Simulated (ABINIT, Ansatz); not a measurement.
# SnSe2 (P-3m1): G0W0 with ABINIT, start to end, part 2 of 3

How does a plane-wave GW calculation on SnSe2 (P-3m1) run from the first input to the gap?

ABINIT 10.8.3; PBE and many-body steps on it, plane waves. Known limits of the many-body steps: not at the basis limit; no spin-orbit coupling; coarse k mesh.

So far. Step 2 (Ground state): The gap is indirect, with the least direct gap 0.28 eV higher.

## Step 3: Bands along the symmetry lines

Level of this step: DFT, PBE, plane waves, norm-conserving pseudopotentials (ABINIT).

Levels along a band path, at the cheap level, show where the edges lie and whether the meshes to come will hold them.

File run.abi:

```
acell 3*1.0 Angstrom
rprim 
  3.810999999987 0.000000000003 0.000000000000
  -1.905499999996 3.300422813810 0.000000000000
  0.000000000000 0.000000000000 6.136000000000
ntypat 2
znucl 50 34
natom 3
typat 1 2 2
xred 
  0.000000000000 0.000000000000 0.000000000000
  0.333333333333 0.666666666667 0.249000000000
  0.666666666667 0.333333333333 0.751000000000
pp_dirpath "pseudos"
pseudos "Sn.upf, Se.upf"
ecut 48
iscf -2
irdden 1
kptopt 0
nkpt 39
kpt 
  0.00000000 0.00000000 0.00000000
  0.12500000 0.00000000 0.00000000
  0.25000000 0.00000000 0.00000000
  0.37500000 0.00000000 0.00000000
  0.50000000 0.00000000 0.00000000
  0.45833333 0.08333333 0.00000000
  0.41666666 0.16666666 0.00000000
  0.37500000 0.25000000 0.00000000
  0.33333333 0.33333333 0.00000000
  0.25000000 0.25000000 0.00000000
  0.16666666 0.16666666 0.00000000
  0.08333333 0.08333333 0.00000000
  0.00000000 0.00000000 0.00000000
  0.00000000 0.00000000 0.12500000
  0.00000000 0.00000000 0.25000000
  0.00000000 0.00000000 0.37500000
  0.00000000 0.00000000 0.50000000
  0.12500000 0.00000000 0.50000000
  0.25000000 0.00000000 0.50000000
  0.37500000 0.00000000 0.50000000
  0.50000000 0.00000000 0.50000000
  0.45833333 0.08333333 0.50000000
  0.41666666 0.16666666 0.50000000
  0.37500000 0.25000000 0.50000000
  0.33333333 0.33333333 0.50000000
  0.25000000 0.25000000 0.50000000
  0.16666666 0.16666666 0.50000000
  0.08333333 0.08333333 0.50000000
  0.00000000 0.00000000 0.50000000
  0.50000000 0.00000000 0.50000000
  0.50000000 0.00000000 0.37500000
  0.50000000 0.00000000 0.25000000
  0.50000000 0.00000000 0.12500000
  0.50000000 -0.00000000 0.00000000
  0.33333333 0.33333333 0.50000000
  0.33333333 0.33333333 0.37500000
  0.33333333 0.33333333 0.25000000
  0.33333333 0.33333333 0.12500000
  0.33333333 0.33333333 0.00000000
istwfk *1
nband 42
nbdbuf 2
tolwfr 1e-08
nstep 40
prtwf 0
prtvol 0
indata_prefix "in"
outdata_prefix "out"
tmpdata_prefix "tmp"
```

Run with:

```console
$ OMP_NUM_THREADS=1 mpirun -n 4 abinit run.abi > log
```

Numbers of over 12 decimals in the logs are rounded to 6 here.

The log of the run:

```text
.Version 10.8.3 of ABINIT. v10.8.2 released Aug 2026.

 Symmetries : space group P-3 m 1 (#164); Bravais hP (primitive hexag.)
[... echo of the input left out ...]
== DATASET  1 ==================================================================
-   mpi_nproc: 4, omp_nthreads: 1 (-1 if OMP is not activated)

--- !DatasetInfo
iteration_state: {dtset: 1, }
dimensions: {natom: 3, nkpt: 39, mband: 42, nsppol: 1, nspinor: 1, nspden: 1, mpw: 8310, }
cutoff_energies: {ecut:  48.0, pawecutdg:  -1.0, }
electrons: {nelect:   7.00000000E+01, charge:   0.00000000E+00, occopt:   1.00000000E+00, tsmear:   1.00000000E-02, }

 Real(R)+Recip(G) space primitive vectors, cartesian coordinates (Bohr,Bohr^-1):
 R(1)=  7.2017463  0.0000000  0.0000000  G(1)=  0.1388552  0.0801681  0.0000000
 R(2)= -3.6008731  6.2368952  0.0000000  G(2)=  0.0000000  0.1603362  0.0000000
 R(3)=  0.0000000  0.0000000 11.5953595  G(3)=  0.0000000  0.0000000  0.0862414
 Unit cell volume ucvol=  5.2082339E+02 bohr^3
 Angles (23,13,12)=  9.00000000E+01  9.00000000E+01  1.20000000E+02 degrees

 getcut: wavevector=  0.0000  0.0000  0.0000  ngfft=  48  48  75
         ecut(hartree)=     48.000   => boxcut(ratio)=   2.04626

--- Pseudopotential description ------------------------------------------------
- Sn Generated using ONCVPSP code by D. R. Hamann
- 50.00000  22.00000  171031                  znucl, zion, pspdat
12 -101130 2 -1 1628                          pspcod,pspxc,lmax,lloc,mmax
     nproj     2     2     2
  pspatm : epsatm=   27.31087254
         --- l  ekb(1:nproj) -->
             0    9.701792   -0.671203
             1    4.046855   -0.266328
             2   -2.346641   -0.600143
 pspatm: atomic psp has been read  and splines computed

- Se Generated using ONCVPSP code by D. R. Hamann
- 34.00000  24.00000  171031                  znucl, zion, pspdat
12 -101130 2 -1 1214                          pspcod,pspxc,lmax,lloc,mmax
     nproj     2     2     2
  pspatm : epsatm=   25.39064422
         --- l  ekb(1:nproj) -->
[...]
pspatm: atomic psp has been read  and splines computed

--------------------------------------------------------------------------------

================================================================================
 prteigrs : about to open file out_EIG
 Non-SCF case, kpt    1 (  0.00000  0.00000  0.00000), residuals and eigenvalues=
  8.42E-09  7.52E-09  4.48E-09  4.46E-09  7.81E-09  7.15E-09  1.95E-09  1.25E-09
  8.45E-09  1.50E-09  5.36E-09  1.55E-09  4.79E-09  3.70E-09  2.81E-09  4.57E-09
  1.19E-09  2.05E-09  8.40E-09  1.96E-09  2.15E-09  3.70E-09  1.58E-09  3.04E-09
[...]
6.59E-09  4.23E-06
 -7.4056E+00 -7.4056E+00 -5.1819E+00 -5.1819E+00 -5.1819E+00 -5.1819E+00
 -5.1802E+00 -5.1802E+00 -4.5436E+00 -2.9186E+00 -2.9186E+00 -2.9185E+00
 -1.5138E+00 -1.5138E+00 -1.5138E+00 -1.5138E+00 -1.5122E+00 -1.5122E+00
[...]
Non-SCF case, kpt    3 (  0.25000  0.00000  0.00000), residuals and eigenvalues=
[...]
1.15E-07  1.11E-05
[...]
Non-SCF case, kpt   38 (  0.33333  0.33333  0.12500), residuals and eigenvalues=
[...]
Non-SCF case, kpt   39 (  0.33333  0.33333  0.00000), residuals and eigenvalues=
[...]
7.1113E-02  7.1113E-02  8.4342E-02  1.5133E-01  1.5133E-01  2.5982E-01
  4.5238E-01  4.5238E-01  4.7301E-01  4.8056E-01  5.1716E-01  5.1716E-01

--- !ResultsGS
iteration_state: {dtset: 1, }
comment   : Summary of ground state results
lattice_vectors:
- [  7.2017463,   0.0000000,   0.0000000, ]
- [ -3.6008731,   6.2368952,   0.0000000, ]
- [  0.0000000,   0.0000000,  11.5953595, ]
lattice_lengths: [   7.20175,    7.20175,   11.59536, ]
lattice_angles: [ 90.000,  90.000, 120.000, ] # degrees, (23, 13, 12)
lattice_volume:   5.2082339E+02
convergence: {deltae:  0.000E+00, res2:  0.000E+00, residm:  9.974E-09, diffor:  0.000E+00, }
etotal    :  -8.98128066E+02
entropy   :   0.00000000E+00
fermie    :   2.07145495E-01
cartesian_stress_tensor: null
pressure_GPa: null
xred      :
- [  0.0000E+00,   0.0000E+00,   0.0000E+00, Sn]
- [  3.3333E-01,   6.6667E-01,   2.4900E-01, Se]
- [  6.6667E-01,   3.3333E-01,   7.5100E-01, Se]
cartesian_forces: null
force_length_stats: {min: null, max: null, mean: null, }

 Integrated electronic density in atomic spheres:
 ------------------------------------------------
 Atom  Sphere_radius  Integrated_density
[...]
================================================================================

 ----iterations are completed or convergence reached----

 Mean square residual over all n,k,spin=   44.164E-10; max=  99.737E-10
 reduced coordinates (array xred) for    3 atoms
[...]
0.333333333333      0.666666666667      0.249000000000
       0.666666666667      0.333333333333      0.751000000000

 cartesian coordinates (angstrom) at end:
    1      0.000000     0.000000     0.000000
    2     -1.67e-12     2.200282     1.527864
    3      1.905500     1.100141     4.608136
 length scales=  1.889726125908  1.889726125908  1.889726125908 bohr
              =  1.000000000000  1.000000000000  1.000000000000 angstroms
 prteigrs : about to open file out_EIG
 Eigenvalues (hartree) for nkpt=  39  k points:
 kpt#   1, nband= 42, wtk=  1.00000, kpt=  0.0000  0.0000  0.0000 (reduced coord)
[...]
kpt#   2, nband= 42, wtk=  1.00000, kpt=  0.1250  0.0000  0.0000 (reduced coord)
[...]
kpt#   3, nband= 42, wtk=  1.00000, kpt=  0.2500  0.0000  0.0000 (reduced coord)
[...]
kpt#  38, nband= 42, wtk=  1.00000, kpt=  0.3333  0.3333  0.1250 (reduced coord)
[...]
0.52289    0.52290
 kpt#  39, nband= 42, wtk=  1.00000, kpt=  0.3333  0.3333  0.0000 (reduced coord)
[...]
-0.57313   -0.57313   -0.57257   -0.22895   -0.22895   -0.06791    0.07111    0.07111
   0.08434    0.15133    0.15133    0.25982    0.45238    0.45238    0.47301    0.48056
   0.51716    0.51716

== END DATASET(S) ==============================================================
================================================================================

 -outvars: echo values of variables after computation  --------
            nband          42
             nkpt          39
          spgroup         164
 [... the other variables as echoed above ...]

 Calculation completed.
```

It took 68 s on 4 MPI ranks of Arm Neoverse V1, shared host; peak memory 0.51 GiB; 4.5 min of CPU time.

Numbers from this step:

* gap: 0.7459 eV
* k of the valence top: 0.0833, 0.0833, 0
* k of the conduction bottom: 0.5, 0, 0.375
* least direct gap: 1.100 eV

The gap is 0.746 eV, −0.073 eV from the run before at this level.

Electronic bands along the path, in eV, zero at the top of the highest filled band:

| point | band 32 | band 33 | band 34 | band 35 | band 36 | band 37 | band 38 | band 39 |
| --- | --- | --- | --- | --- | --- | --- | --- | --- |
| Γ | -0.73 | -0.43 | -0.43 | -0.05 | 1.05 | 2.92 | 4.61 | 4.61 |
| halfway | -2.38 | -2.03 | -0.25 | -0.17 | 1.96 | 3.93 | 5.38 | 5.69 |
| M | -2.95 | -2.72 | -1.24 | -0.35 | 1.12 | 3.77 | 5.41 | 5.45 |
| halfway | -3.35 | -2.91 | -1.31 | -1.26 | 1.52 | 5.27 | 5.30 | 6.44 |
| K | -3.75 | -3.39 | -1.56 | -1.56 | 1.39 | 6.63 | 6.63 | 7.19 |
| halfway | -3.46 | -1.46 | -1.29 | -0.19 | 2.17 | 4.94 | 5.14 | 5.70 |
| Γ | -0.73 | -0.43 | -0.43 | -0.05 | 1.05 | 2.92 | 4.61 | 4.61 |
| halfway | -0.79 | -0.79 | -0.35 | -0.35 | 1.90 | 2.92 | 4.47 | 4.47 |
| A | -0.82 | -0.82 | -0.28 | -0.28 | 2.41 | 2.89 | 4.34 | 4.34 |
| halfway | -1.88 | -1.79 | -1.45 | -0.46 | 1.68 | 4.48 | 5.66 | 5.78 |
| L | -2.55 | -2.03 | -0.88 | -0.74 | 0.83 | 4.24 | 4.82 | 5.80 |
| halfway | -3.62 | -2.80 | -0.65 | -0.46 | 1.74 | 4.66 | 5.30 | 5.63 |
| H | -4.25 | -3.76 | -0.41 | -0.41 | 2.51 | 4.71 | 4.71 | 6.21 |
| halfway | -2.82 | -1.93 | -0.96 | -0.86 | 2.20 | 4.53 | 5.82 | 5.94 |
| A | -0.82 | -0.82 | -0.28 | -0.28 | 2.41 | 2.89 | 4.34 | 4.34 |
| jump to L | -2.55 | -2.03 | -0.88 | -0.74 | 0.83 | 4.24 | 4.82 | 5.80 |
| halfway | -2.64 | -2.57 | -0.85 | -0.54 | 0.77 | 3.98 | 5.62 | 5.86 |
| M | -2.95 | -2.72 | -1.24 | -0.35 | 1.12 | 3.77 | 5.41 | 5.45 |
| jump to H | -4.25 | -3.76 | -0.41 | -0.41 | 2.51 | 4.71 | 4.71 | 6.21 |
| halfway | -4.04 | -3.58 | -0.99 | -0.99 | 1.91 | 5.58 | 5.58 | 6.72 |
| K | -3.75 | -3.39 | -1.56 | -1.56 | 1.39 | 6.63 | 6.63 | 7.19 |

## Step 4: Empty states on the mesh, 3×3×2 mesh, 582 bands

The sums over transitions need many empty states on a uniform mesh; this step solves for them.

File run.abi:

```
acell 3*1.0 Angstrom
rprim 
  3.810999999987 0.000000000003 0.000000000000
  -1.905499999996 3.300422813810 0.000000000000
  0.000000000000 0.000000000000 6.136000000000
ntypat 2
znucl 50 34
natom 3
typat 1 2 2
xred 
  0.000000000000 0.000000000000 0.000000000000
  0.333333333333 0.666666666667 0.249000000000
  0.666666666667 0.333333333333 0.751000000000
pp_dirpath "pseudos"
pseudos "Sn.upf, Se.upf"
ecut 48
ngkpt 3 3 2
nshiftk 1
shiftk 0 0 0
kptopt 1
chksymbreak 0
iscf -2
irdden 1
istwfk *1
nband 582
nbdbuf 52
tolwfr 1e-09
nstep 60
prtvol 0
indata_prefix "in"
outdata_prefix "out"
tmpdata_prefix "tmp"
```

The log of the run:

```text
.Version 10.8.3 of ABINIT. v10.8.2 released Aug 2026.

 Symmetries : space group P-3 m 1 (#164); Bravais hP (primitive hexag.)
[... echo of the input left out ...]
== DATASET  1 ==================================================================
-   mpi_nproc: 4, omp_nthreads: 1 (-1 if OMP is not activated)

--- !DatasetInfo
iteration_state: {dtset: 1, }
dimensions: {natom: 3, nkpt: 6, mband: 582, nsppol: 1, nspinor: 1, nspden: 1, mpw: 8305, }
cutoff_energies: {ecut:  48.0, pawecutdg:  -1.0, }
electrons: {nelect:   7.00000000E+01, charge:   0.00000000E+00, occopt:   1.00000000E+00, tsmear:   1.00000000E-02, }

 Real(R)+Recip(G) space primitive vectors, cartesian coordinates (Bohr,Bohr^-1):
 R(1)=  7.2017463  0.0000000  0.0000000  G(1)=  0.1388552  0.0801681  0.0000000
 R(2)= -3.6008731  6.2368952  0.0000000  G(2)=  0.0000000  0.1603362  0.0000000
 R(3)=  0.0000000  0.0000000 11.5953595  G(3)=  0.0000000  0.0000000  0.0862414
 Unit cell volume ucvol=  5.2082339E+02 bohr^3
 Angles (23,13,12)=  9.00000000E+01  9.00000000E+01  1.20000000E+02 degrees

 getcut: wavevector=  0.0000  0.0000  0.0000  ngfft=  48  48  75
         ecut(hartree)=     48.000   => boxcut(ratio)=   2.04626

--- Pseudopotential description ------------------------------------------------
- Sn Generated using ONCVPSP code by D. R. Hamann
- 50.00000  22.00000  171031                  znucl, zion, pspdat
12 -101130 2 -1 1628                          pspcod,pspxc,lmax,lloc,mmax
     nproj     2     2     2
  pspatm : epsatm=   27.31087254
         --- l  ekb(1:nproj) -->
             0    9.701792   -0.671203
             1    4.046855   -0.266328
             2   -2.346641   -0.600143
 pspatm: atomic psp has been read  and splines computed

- Se Generated using ONCVPSP code by D. R. Hamann
- 34.00000  24.00000  171031                  znucl, zion, pspdat
12 -101130 2 -1 1214                          pspcod,pspxc,lmax,lloc,mmax
     nproj     2     2     2
  pspatm : epsatm=   25.39064422
         --- l  ekb(1:nproj) -->
[...]
pspatm: atomic psp has been read  and splines computed

--------------------------------------------------------------------------------

================================================================================
 prteigrs : about to open file out_EIG
 Non-SCF case, kpt    1 (  0.00000  0.00000  0.00000), residuals and eigenvalues=
  6.57E-10  8.43E-10  2.44E-10  1.59E-10  2.06E-10  2.42E-10  2.62E-10  2.16E-10
  6.38E-10  1.11E-10  9.96E-11  8.67E-11  2.82E-10  2.68E-10  7.02E-11  5.58E-10
  6.00E-10  3.88E-10  4.58E-10  1.94E-10  3.27E-10  5.17E-10  6.65E-11  5.51E-11
[...]
3.50E-04  2.00E-03  1.69E-03  5.52E-04  3.90E-04  4.20E-03
 -7.4056E+00 -7.4056E+00 -5.1819E+00 -5.1819E+00 -5.1819E+00 -5.1819E+00
 -5.1802E+00 -5.1802E+00 -4.5436E+00 -2.9186E+00 -2.9186E+00 -2.9185E+00
[...]
7.5627E+00  7.5648E+00  7.5844E+00  7.6174E+00  7.6189E+00  7.6347E+00
 prteigrs : prtvol=0 or 1, do not print more k-points.

--- !ResultsGS
iteration_state: {dtset: 1, }
comment   : Summary of ground state results
lattice_vectors:
- [  7.2017463,   0.0000000,   0.0000000, ]
- [ -3.6008731,   6.2368952,   0.0000000, ]
- [  0.0000000,   0.0000000,  11.5953595, ]
lattice_lengths: [   7.20175,    7.20175,   11.59536, ]
lattice_angles: [ 90.000,  90.000, 120.000, ] # degrees, (23, 13, 12)
lattice_volume:   5.2082339E+02
convergence: {deltae:  0.000E+00, res2:  0.000E+00, residm:  9.997E-10, diffor:  0.000E+00, }
etotal    :  -8.98128066E+02
entropy   :   0.00000000E+00
fermie    :   2.07145495E-01
cartesian_stress_tensor: null
pressure_GPa: null
xred      :
- [  0.0000E+00,   0.0000E+00,   0.0000E+00, Sn]
- [  3.3333E-01,   6.6667E-01,   2.4900E-01, Se]
- [  6.6667E-01,   3.3333E-01,   7.5100E-01, Se]
cartesian_forces: null
force_length_stats: {min: null, max: null, mean: null, }

 Integrated electronic density in atomic spheres:
 ------------------------------------------------
 Atom  Sphere_radius  Integrated_density
[...]
================================================================================

 ----iterations are completed or convergence reached----

 Mean square residual over all n,k,spin=   32.313E-11; max=  99.968E-11
 reduced coordinates (array xred) for    3 atoms
[...]
0.333333333333      0.666666666667      0.249000000000
       0.666666666667      0.333333333333      0.751000000000

 cartesian coordinates (angstrom) at end:
    1      0.000000     0.000000     0.000000
    2     -1.67e-12     2.200282     1.527864
    3      1.905500     1.100141     4.608136
 length scales=  1.889726125908  1.889726125908  1.889726125908 bohr
              =  1.000000000000  1.000000000000  1.000000000000 angstroms
 prteigrs : about to open file out_EIG
 Eigenvalues (hartree) for nkpt=   6  k points:
 kpt#   1, nband=582, wtk=  0.05556, kpt=  0.0000  0.0000  0.0000 (reduced coord)
[...]
7.39836    7.39837    7.42082    7.42083    7.44429    7.44429    7.47015    7.49919
   7.51970    7.52100    7.52111    7.53902    7.53989    7.55459    7.55527    7.55979
   7.56268    7.56476    7.58445    7.61740    7.61889    7.63468
 prteigrs : prtvol=0 or 1, do not print more k-points.

== END DATASET(S) ==============================================================
================================================================================

 -outvars: echo values of variables after computation  --------
            nband         582
             nkpt           6
          spgroup         164
 [... the other variables as echoed above ...]

 Calculation completed.
```

It took 14 min on 4 MPI ranks; peak memory 0.89 GiB.

Numbers from this step:

| Item | Value |
| --- | --- |
| gap | 1.100 eV |
| k of the valence top | 0, 0, 0 |
| k of the conduction bottom | 0, 0, 0 |
| least direct gap | 1.100 eV |
| k points computed | 6 |
| lowest point of the top converged band, above the valence top | 186.9134 eV |

On this mesh the gap is 1.100 eV. The earlier step found 0.819 eV, so this mesh misses an edge.

## Step 5: Screening, 3×3×2 mesh, 530 bands, screening to 272.1 eV

The RPA dielectric matrix is built and inverted for each q.

This step: RPA screening on PBE, plane waves, norm-conserving pseudopotentials.

run.abi, as its differences from that of step 4:

```diff
@@ -21,10 +21,11 @@
 chksymbreak 0
-iscf -2
-irdden 1
 istwfk *1
-nband 582
-nbdbuf 52
-tolwfr 1e-09
-nstep 60
-prtvol 0
+occopt 1
+irdwfk 1
+optdriver 3
+nband 530
+ecuteps 10
+inclvkb 2
+awtr 1
+symchi 1
 indata_prefix "in"
```

The log of the run:

```text
.Version 10.8.3 of ABINIT. v10.8.2 released Aug 2026.

 Symmetries : space group P-3 m 1 (#164); Bravais hP (primitive hexag.)
[... echo of the input left out ...]
== DATASET  1 ==================================================================
-   mpi_nproc: 4, omp_nthreads: 1 (-1 if OMP is not activated)

--- !DatasetInfo
iteration_state: {dtset: 1, }
dimensions: {natom: 3, nkpt: 6, mband: 530, nsppol: 1, nspinor: 1, nspden: 1, mpw: 8305, }
cutoff_energies: {ecut:  48.0, pawecutdg:  -1.0, }
electrons: {nelect:   7.00000000E+01, charge:   0.00000000E+00, occopt:   1.00000000E+00, tsmear:   1.00000000E-02, }

 SCREENING: Calculation of the susceptibility and dielectric matrices

 Based on a program developped by R.W. Godby, V. Olevano, G. Onida, and L. Reining.
 Incorporated in ABINIT by V. Olevano, G.-M. Rignanese, and M. Torrent.
.Using double precision arithmetic ; gwpc =  8

[... cell and pseudopotentials left out ...]
--------------------------------------------------------------------------------

 ==== K-mesh for the wavefunctions ====
 Number of points in the irreducible wedge :     6
[... list of points left out ...]
 Together with 12 symmetry operations and time-reversal symmetry
 yields    18 points in the full Brillouin Zone.

 ==== Q-mesh for the screening function ====
 Number of points in the irreducible wedge :     6
[... list of points left out ...]
 Together with 12 symmetry operations and time-reversal symmetry
 yields    18 points in the full Brillouin Zone.

 setmesh: FFT mesh size selected  =    30x   30x   54
          total number of points  =        48600

 vcoul_init : cutoff-mode = AUXILIARY_FUNCTION
 q-points for optical limit:   1
     1)      0.000010    0.000020    0.000030

- screening: taking advantage of time-reversal symmetry
- Maximum band index for partially occupied states nbvw = 35
- Remaining bands to be divided among processors   nbcw = 495
- Number of bands treated by each node ~123

 Number of electrons calculated from density =   70.0000; Expected =   70.0000
 average of density, n =  0.134403
 r_s =    1.2111
 omega_plasma =   35.3638 [eV]

 calculating chi0 at frequencies [eV] :
  1    0.000000E+00    0.000000E+00
  2    0.000000E+00    3.536384E+01

--------------------------------------------------------------------------------
  q-point number  1        q = ( 0.000000, 0.000000, 0.000000) [r.l.u.]
--------------------------------------------------------------------------------
[... chi0 elements left out ...]
 For q-point:  0.000010 0.000020 0.000030
  dielectric constant =  19.5795
  dielectric constant without local fields =  22.2943

  Average fulfillment of the sum rule on Im[epsilon] for q-point    1 :     74.74  [%]
[... wings left out ...]
  q-point number  2        q = ( 0.333333, 0.000000, 0.000000) [r.l.u.]
--------------------------------------------------------------------------------
[... chi0 elements left out ...]
  Average fulfillment of the sum rule on Im[epsilon] for q-point    2 :     77.39  [%]

 [... 4 further q-points ...]
```

Run time: 12 min. Hardware: 4 MPI ranks; peak memory 3.8 GiB; 46 min of CPU time.

Numbers from this step:

```
ε∞ with local fields, on this mesh, along the program's q direction : 19.58
the same without local fields                                       : 22.29
plasma frequency                                                    : 35.36 eV
plane waves in the screening matrix                                 : 785
```

Local fields lower ε∞ by 12 %. On a Γ-centred mesh this coarse the value itself is usually too large, while a short band sum pulls it down.

(Continued in part 3 of 3.)

[Paths, hosts, dates, memory and timing lines, banners, echoed tables and standing remarks are left out of the program output.]

[Logs are printed without paths, hosts, clocks, repeated set-up lines and the standing remarks that a program may print on its own settings, such as how far it seeks lower states.]

[Runs of the session that timed out or met a known fault of the program may be left out.]

[Hosts, paths, dates, database ids (printed as entryN), source tags and the programs' standing remarks are cut or masked in the printed files.]

[G0W0 gaps are taken among the corrected bands and points alone; a level outside them can change the order at an edge.]

[Where Ansatz stands beside ABINIT at settings called matched, ABINIT's density can come from a denser mesh and the files from another edition; pairs whose starting gaps differed by over 0.03 eV were left out, so agreement reads better than it is.]
